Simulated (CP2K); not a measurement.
Consider methyl vinyl ether at its PBE geometry (Å).

```xyz
10

C     1.9098    0.0350   -0.4808
C     0.6957   -0.1517    0.0489
O    -0.4503    0.2863   -0.5663
C    -1.6461    0.1040    0.2082
H     2.0483    0.5601   -1.4242
H     2.7828   -0.3476    0.0411
H     0.5451   -0.6762    0.9978
H    -2.4796    0.4114   -0.4321
H    -1.6299    0.7309    1.1139
H    -1.7758   -0.9522    0.4934
```

Method: CP2K XAS_TDP, all-electron GAPW, PBEh(45%), aug-cc-pVDZ, TDA, no relativity.

Predict the bright core excitations at the O K edge.

Leading lines: O3 531.39 eV. The leading line of an atom is its first one with 35 % of the strongest within 2.5 eV of its lowest line over the strength cut. 

The first six lines of each atom with a strength over 0.0015:

| atom | energy (eV) | states | strength, one atom |
| --- | --- | --- | --- |
| O3 (bonded to 2 C) | 531.39 | 1 | 0.0098 |
|  | 531.85 | 1 | 0.0217 |
|  | 533.17 | 1 | 0.0037 |
|  | 533.59 | 1 | 0.0152 |
|  | 533.82 | 1 | 0.0054 |
|  | 534.40 | 1 | 0.0112 |

Lines are vertical, at one geometry, with no vibrational structure. Without a correction of the core level, line positions, and the gaps between valence and Rydberg lines, follow the share of exact exchange. At this level such K lines come out 3 to 6 eV under measured ones. These values hold no scalar relativity, about 0.4 eV for O 1s. Rydberg lines, and the discretised continuum above threshold, depend on the basis and the box.

[Banner, clock and machine lines of the logs are left out without a mark of their own.]

[Logs are printed without paths, hosts, clocks, repeated set-up lines and the standing remarks that a program may print on its own settings, such as how far it seeks lower states.]

[Hosts, paths, dates, database ids (printed as entryN), source tags and the programs' standing remarks are cut or masked in the printed files.]
